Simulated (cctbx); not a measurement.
# Lattice, Laue class and space group of a new crystal

Cell: a = 7.8780 Å, b = 7.8990 Å, c = 9.6040 Å, α = 105.57°, β = 90.10°, γ = 97.81°. Expected content of the cell: Bi2 Tl6 S14.

The data are simulated with cctbx, not measured: Mo Kα, λ = 0.71073 Å, to d = 0.77 Å, 50 % of the full sphere, strongest reflection 5000 counts, noise from counting, a 4 % proportional error and a noise floor of 15 counts (s.d.); no absorption.

A first pass over the reflections prints:

```text
2637 reflections to d = 0.770 A
centring   violations  <I/sigma> of those
    A        699 of  1297      6.5
    B        704 of  1356      6.3
    C        709 of  1311      6.4
    I        692 of  1293      6.5
    R        949 of  1754      6.4
    F       1056 of  1982      6.4
Laue class    unique    Rint  (classes that these axes allow; Friedel mates merged)
P -1             1990   0.060
space group    extra absences  I>4sigma  <I/sigma>
P 1                     0          0         -  acentric
P -1                    0          0         -  centric
Wilson B = 0.33 A^2   <|E^2-1|> = 0.974 (0.968 centric, 0.736 acentric)   E^2>4: 5.9 %
shell (A)         n   <I/sigma>
 9.24 - 1.54    240      6.4
 1.54 - 1.22    256      8.9
 1.22 - 1.07    244      7.8
 1.07 - 0.97    242      7.2
 0.97 - 0.90    258      6.9
 0.90 - 0.85    256      6.8
 0.85 - 0.81    235      5.8
 0.81 - 0.77    259      6.4
```

Q: Read the symmetry from these tables.

Every centring test has many violations, so the lattice is primitive.

Only P -1 fits these axes (Rint 0.060); a search for a hidden higher lattice was not made.

2 settings pass the absence test. No glide or screw absences show, which leaves P 1 and P -1.

⟨|E²−1|⟩ = 0.974 leans to a centrosymmetric structure. The Wilson B of 0.33 Å² means U ≈ 0.0042 Å².

The true group is P-1 (no. 2), Laue class -1, centrosymmetric. The tables only narrow the choice to the tied entries; cell content, site symmetry and trial solutions must settle it.

The model is made up (kin elements in a known structure type, no relaxation), so it says nothing on whether the phase exists.

[Logs are printed without paths, hosts, clocks, repeated set-up lines and the standing remarks that a program may print on its own settings, such as how far it seeks lower states.]
